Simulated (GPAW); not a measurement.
# How GaSb3 absorbs and reflects light

Aim: the dielectric function of GaSb3, and the optical constants that follow from it.

Program: GPAW 26.7.0. Level of theory: DFT, LDA, plane-wave PAW (GPAW data sets), scalar-relativistic, RPA, optical limit. Results are calculated unless marked as measured.

### 1. The structure

It takes space group Fm-3m (No. 225, cubic). The conventional cell has a = 7.461 Å, b = 7.461 Å, c = 7.461 Å, α = 90.00°, β = 90.00°, γ = 90.00°. Sb has 8 Sb at 3.23 Å nearest. Sb has 4 Sb at 3.23 Å and 4 Ga at 3.23 Å nearest. Nearest to Ga lie 8 Sb at 3.23 Å. Farther neighbours are not listed.

As a file:

```
Sb Ga
1.0
     0.00000    3.73060    3.73060
     3.73060    0.00000    3.73060
     3.73060    3.73060    0.00000
Sb Ga
3 1
Cartesian
  3.7306 3.7306 3.7306
  5.5959 5.5959 5.5959
  1.8653 1.8653 1.8653
  0.0000 0.0000 0.0000
```

### 2. Bands for the response

At the fixed density, many empty bands are solved on the mesh of the response, since the spectrum sums over them.

This step: DFT, LDA, plane-wave PAW (GPAW data sets), scalar-relativistic, bands at fixed density (GPAW 26.7.0).

Input file nscf.py:

```python
from ase.dft.bandgap import bandgap
from gpaw import GPAW, FermiDirac

calc = GPAW('gs.gpw').fixed_density(kpts={'size': (8, 8, 8), 'gamma': True}, nbands=50, convergence={'bands': 44},
                                    occupations=FermiDirac(0.05), txt='nscf.txt')
print('gap (eV)', bandgap(calc, output=None)[0])
print('direct gap (eV)', bandgap(calc, direct=True, output=None)[0])
calc.write('full.gpw', mode='all')
```

Run with:

```sh
$ OMP_NUM_THREADS=1 python nscf.py
```

Numbers of over 12 decimals in the logs are rounded to 6 here.

The program printed:

```text
Diagonalizing LCAO Hamiltonian
Converting LCAO to pw mode
convergence criteria:
- Maximum integral of absolute [eigenst]ate change: 4e-08 eV^2 / valence electron
maximum number of iterations: 150

SCF iterations
|iter     |      energy | eigst |  dens |
|iter:   1||             | +2.89 |       |
|iter:   2||             | +1.94 |       |
|iter:   3||             | +1.19 |       |
|iter:   4||             | +0.33 |       |
|iter:   5||             | -0.29 |       |
|iter:   6||             | -0.92 |       |
|iter:   7||             | -1.32 |       |
|iter:   8||             | -1.74 |       |
|iter:   9||             | -2.12 |       |
|iter:  10||             | -2.55 |       |
|iter:  11||             | -2.93 |       |
|iter:  12||             | -3.33 |       |
|iter:  13||             | -3.70 |       |
|iter:  14||             | -4.14 |       |
|iter:  15||             | -4.58 |       |
|iter:  16||             | -4.98 |       |
|iter:  17||             | -5.39 |       |
|iter:  18||             | -5.81 |       |
|iter:  19||             | -6.23 |       |
|iter:  20||             | -6.57 |       |
|iter:  21||             | -6.98 |       |
|iter:  22||             | -7.29 |       |
|iter:  23||             | -7.61c|       |
SCF steps: 23
  __  _  _
 | _ |_)|_||  |
 |__||  | ||/\| - 26.7.0

Versions:
  Python: 3.12.14
  ASE:    3.29.0
  Numpy:  2.5.5
  Scipy:  1.18.1
  Libxc:  7.0.0

Input parameters:
  mode=PW(ecut=450.000000),
  convergence={'bands': 44},
  gpts=array([27, 27, 27]),
  kpts=MonkhorstPack(size=(8, 8, 8), gamma=True),
  maxiter=150,
  nbands=50,
  occupations=Occupations(name='fermi-dirac', width=0.05, fixmagmom=False),
  parallel={},
  xc=XC(name='LDA')

--- standard output ---
gap (eV) 0.0
direct gap (eV) 0.0
```

It took 1.8 min on 1 thread of Arm Neoverse V2, shared host; peak memory 0.23 GiB.

### 3. Dielectric function, RPA

Transitions between filled and empty bands, summed over the zone, give the optical response, so mesh, band count and broadening shape it.

The induced potential is part of this response.

This step: DFT, LDA, plane-wave PAW (GPAW data sets), scalar-relativistic, RPA, optical limit (GPAW 26.7.0).

Input file df.py:

```python
from gpaw.response.df import DielectricFunction

df = DielectricFunction('full.gpw', frequencies={'type': 'nonlinear', 'domega0': 0.03, 'omega2': 8},
                        ecut=80,
                        eta=0.2,
                        nbands=44,
                        rate=0.1,
                        txt='df.txt')
for direction in ['x']:
    df.get_dielectric_function(xc='RPA', direction=direction, filename=f'df_{direction}.csv')
```

Run with:

```sh
$ OMP_NUM_THREADS=1 python df.py
```

The program printed:

```text
Using integrator: PointIntegrator
NonLinearFrequencyDescriptor(from 0.000 to 45.857 eV, 454 points)
Nonperiodic BCs:  [False False False]
Using integrator: PointIntegrator
NonLinearFrequencyDescriptor(from 0.000 to 45.857 eV, 454 points)
Nonperiodic BCs:  [False False False]
Using integrator: PointIntegrator

Calculating chi0 body with:
    Ground state adapter containing:
    Number of spins: 1
    Number of kpoints: 512
    Number of irreducible kpoints: 29
    Number of completely occupied states: 21
    Number of partially occupied states: 28

    Linear response parametrization:
    q_c: [0.0, 0.0, 0.0]
    Number of frequency points: 454
    Planewave cutoff: 80.0
    Number of bands: 44
    Number of planewaves: 169
    Broadening (eta): 0.2

Integrating chi0 body.

Symmetries of q_c:
    Direct symmetries (Uq -> q): 48
    Indirect symmetries (TUq -> q): 0
In total 48 allowed symmetries.

29 groups of equivalent kpoints. 94.3359375% reduction.

Integral kind: spectral function

Calculating chi0 optical extensions with:
    Ground state adapter containing:
    Number of spins: 1
    Number of kpoints: 512
    Number of irreducible kpoints: 29
    Number of completely occupied states: 21
    Number of partially occupied states: 28

    Linear response parametrization:
    Number of frequency points: 454
    Planewave cutoff: 80.0
    Number of bands: 44
    Number of planewaves: 169
    Broadening (eta): 0.2
Integrating chi0 head and wings.

Symmetries of q_c:
    Direct symmetries (Uq -> q): 48
    Indirect symmetries (TUq -> q): 0
In total 48 allowed symmetries.

29 groups of equivalent kpoints. 94.3359375% reduction.

Integral kind: spectral function wings

Calculating drude chi0 with:
    Number of frequency points:454
    Plasma frequency decay rate: 0.1 eV

    Ground state adapter containing:
    Number of spins: 1
    Number of kpoints: 512
    Number of irreducible kpoints: 29
    Number of completely occupied states: 21
    Number of partially occupied states: 28

Symmetries of q_c:
    Direct symmetries (Uq -> q): 48
    Indirect symmetries (TUq -> q): 0
In total 48 allowed symmetries.

29 groups of equivalent kpoints. 94.3359375% reduction.

Integral kind: intraband
Plasma frequency:
[[8.22-0.j 0.  +0.j 0.  +0.j]
 [0.  +0.j 8.22-0.j 0.  +0.j]
 [0.  +0.j 0.  +0.j 8.22-0.j]]
```

Wall time 24 s (1 thread); peak memory 0.87 GiB.

Sum at mesh points, not converged in k. The Im ε, E ∥ x by photon energy; read off at these points:

photon energy (eV), Im ε, E ∥ x and a bar:
```
      0.5        174 ##############################
      1.0         63 ###########
      1.5         27 #####
      2.0         20 ###
      2.5         12 ##
      3.0         12 ##
      3.5          7 #
      4.0          4 #
      4.5          3 
      5.0          3 
      5.5          3 
      6.0          2 
      6.5          1 
      7.0          1 
      7.5          1 
      8.0          1 
      8.5          1 
      9.0          1 
      9.5          1 
     10.0          1 
     10.5          0 
     11.0          0 
     11.5          1 
     12.0          0 
     12.5          0 
     13.0          0
```

Values under 1 per cm are given as 1; sum at mesh points, not converged in k. Table of absorption coefficient, E ∥ x by photon energy:

photon energy (eV), log10 absorption coefficient, E ∥ x (1/cm) and a bar from the least value:
```
   0.4922        5.9 #
   0.7479        5.9 ####
   1.0102        6.0 #########
   1.2454        6.0 #############
   1.4862        6.0 #############
   1.7326        6.0 #############
   1.9850        6.0 #############
   2.2435        6.0 ###################
   2.5083        6.1 #####################
   2.7405        6.0 ###################
   3.0178        6.1 #######################
   3.2611        6.1 ###########################
   3.5097        6.1 ##############################
   3.7639        6.1 ###########################
   3.9800        6.1 #########################
   4.2448        6.1 #######################
   4.5157        6.1 ######################
   4.7463        6.1 ######################
   4.9814        6.1 #######################
   5.2696        6.1 #######################
   5.5150        6.1 ########################
   5.7654        6.1 #############################
   6.0209        6.1 ############################
   6.2291        6.1 ############################
   6.4942        6.1 #########################
   6.7648        6.1 ########################
   6.9854        6.1 #########################
   7.2665        6.1 ########################
   7.4958        6.1 #########################
   7.7290        6.1 #######################
   8.0263        6.1 #######################
   8.2689        6.0 ####################
   8.5159        6.0 #################
   8.7673        6.0 #################
   9.0232        6.0 #################
   9.2183        6.0 ###############
   9.4826        6.0 ###############
   9.7519        6.0 ###############
  10.0262        6.0 ###############
  10.2354        6.0 ##############
  10.5190        6.0 ##########
  10.7353        6.0 #########
  11.0286        5.9 #######
  11.2524        5.9 ######
  11.4794        5.9 #####
  11.7875        5.9 ######
  12.0227        5.9 ####
  12.2614        5.9 
  12.5038        5.9 ##
  12.7500        5.9 ###
  12.9999        5.9 #
```

Sum at mesh points, not converged in k. Table of Im ε, E ∥ x by photon energy; read off at these points:

| photon energy (eV) | without local fields | with local fields |
| --- | --- | --- |
| 0.50 | 176 | 174 |
| 0.75 | 86.5 | 85.7 |
| 1.00 | 64.4 | 63.5 |
| 1.25 | 42.1 | 41.0 |
| 1.50 | 28.1 | 27.0 |
| 1.75 | 20.6 | 19.7 |
| 2.00 | 21.1 | 19.8 |
| 2.25 | 19.7 | 18.6 |
| 2.50 | 13.3 | 12.4 |
| 2.75 | 12.4 | 11.3 |
| 3.00 | 12.7 | 11.7 |
| 3.25 | 10.4 | 10.1 |
| 3.50 | 6.96 | 7.07 |
| 3.75 | 4.34 | 4.28 |
| 4.00 | 3.67 | 3.52 |
| 4.25 | 3.61 | 3.40 |
| 4.50 | 3.34 | 3.13 |
| 4.75 | 3.42 | 3.20 |
| 5.00 | 3.27 | 2.97 |
| 5.25 | 3.27 | 3.00 |
| 5.50 | 3.48 | 3.18 |
| 5.75 | 3.02 | 2.92 |
| 6.00 | 2.23 | 2.16 |
| 6.25 | 1.67 | 1.65 |
| 6.50 | 1.36 | 1.31 |
| 6.75 | 1.53 | 1.44 |
| 7.00 | 1.41 | 1.34 |
| 7.25 | 1.30 | 1.23 |
| 7.50 | 1.10 | 1.06 |
| 7.75 | 0.978 | 0.915 |
| 8.00 | 0.845 | 0.788 |
| 8.25 | 0.695 | 0.621 |
| 8.50 | 0.788 | 0.661 |
| 8.75 | 0.870 | 0.734 |
| 9.00 | 0.807 | 0.691 |
| 9.25 | 0.783 | 0.652 |
| 9.50 | 0.883 | 0.719 |
| 9.75 | 0.776 | 0.643 |
| 10.00 | 0.760 | 0.620 |
| 10.25 | 0.641 | 0.532 |
| 10.50 | 0.609 | 0.491 |
| 10.75 | 0.592 | 0.488 |
| 11.00 | 0.582 | 0.492 |
| 11.25 | 0.570 | 0.499 |
| 11.50 | 0.567 | 0.506 |
| 11.75 | 0.571 | 0.512 |
| 12.00 | 0.510 | 0.442 |
| 12.25 | 0.507 | 0.436 |
| 12.50 | 0.492 | 0.476 |
| 12.75 | 0.405 | 0.460 |
| 13.00 | 0.312 | 0.398 |

Sum at mesh points, not converged in k. Reflectivity at normal incidence, E ∥ x against photon energy; read off at these points:

| photon energy (eV) | reflectivity at normal incidence, E ∥ x (%) |
| --- | --- |
| 0.50 | 92.0 |
| 1.00 | 85.7 |
| 1.50 | 83.7 |
| 2.00 | 75.3 |
| 2.50 | 78.3 |
| 3.00 | 71.6 |
| 3.50 | 79.3 |
| 3.68 | 81.8 |
| 4.00 | 79.5 |
| 4.50 | 73.0 |
| 5.00 | 67.8 |
| 5.50 | 61.3 |
| 6.00 | 70.3 |
| 6.39 | 74.2 |
| 6.50 | 73.1 |
| 7.00 | 67.9 |
| 7.50 | 69.4 |
| 8.00 | 70.7 |
| 8.15 | 72.3 |
| 8.50 | 65.1 |
| 9.00 | 60.2 |
| 9.50 | 53.2 |
| 10.00 | 53.7 |
| 10.50 | 53.3 |
| 11.00 | 46.1 |
| 11.50 | 40.3 |
| 12.00 | 41.9 |
| 12.50 | 33.6 |
| 13.00 | 37.5 |

Sum at mesh points, not converged in k. Table of loss function −Im 1/ε at q → 0, E ∥ x by energy loss; read off at these points:

| energy loss (eV) | loss function −Im 1/ε at q → 0, E ∥ x |
| --- | --- |
| 0.5 | 0.00241 |
| 1.0 | 0.00752 |
| 1.5 | 0.0128 |
| 2.0 | 0.0256 |
| 2.5 | 0.0261 |
| 3.0 | 0.0392 |
| 3.5 | 0.0308 |
| 4.0 | 0.0408 |
| 4.5 | 0.0661 |
| 5.0 | 0.0906 |
| 5.5 | 0.119 |
| 6.0 | 0.0934 |
| 6.5 | 0.103 |
| 7.0 | 0.140 |
| 7.5 | 0.149 |
| 8.0 | 0.167 |
| 8.5 | 0.271 |
| 9.0 | 0.344 |
| 9.5 | 0.475 |
| 10.0 | 0.532 |
| 10.5 | 0.689 |
| 11.0 | 0.982 |
| 11.5 | 1.22 |
| 12.0 | 1.34 |
| 12.5 | 1.66 |
| 13.0 | 1.82 |

At chosen wavelengths:

| wavelength (nm) | n | k | R (%) | 1/α |
| --- | --- | --- | --- | --- |
| 1550 | 3.86 | 10.177 | 87.8 | 12 nm |
| 1064 | 2.93 | 8.054 | 85.4 | 11 nm |
| 800 | 2.04 | 6.264 | 83.2 | 10 nm |
| 633 | 2.00 | 4.901 | 75.8 | 10 nm |
| 532 | 1.76 | 4.802 | 77.1 | 8.8 nm |
| 365 | 1.15 | 3.844 | 76.3 | 7.6 nm |
| 308 | 0.59 | 2.959 | 79.1 | 8.3 nm |

In reflection the computed colour is light grey: x = 0.313, y = 0.334, luminous reflectivity 76 %.

### 4. Results

**Reading.** At this level (LDA, RPA) GaSb3 is a metal. The mesh is too coarse to trust the carriers' weight, the reflectivity or the colour to better than tens of per cent. In reflection the computed colour is light grey: x = 0.313, y = 0.334, luminous reflectivity 76 %. The carriers' damping of 0.1 eV is typed, not computed; it shapes the response at the lowest energies. Spin-orbit coupling is left out although heavy atoms are present. The curves end at 13 eV, about where the summed bands run out. GPAW's carrier term has the form −ωp²/(ω + i·rate)², which damps like twice the rate and fails at low energy, so the curves leave the lowest energies out. The sum runs over mesh points 0.18 Å⁻¹ apart with no interpolation, so peaks are partly noise of the mesh, and the Drude plasma energy, a sum over the Fermi surface, isn't converged.

[Machine, clock and banner lines and Python warnings are left out of the logs.]

[Logs are printed without paths, hosts, clocks, repeated set-up lines and the standing remarks that a program may print on its own settings, such as how far it seeks lower states.]

[Hosts, paths, dates, database ids (printed as entryN), source tags and the programs' standing remarks are cut or masked in the printed files.]
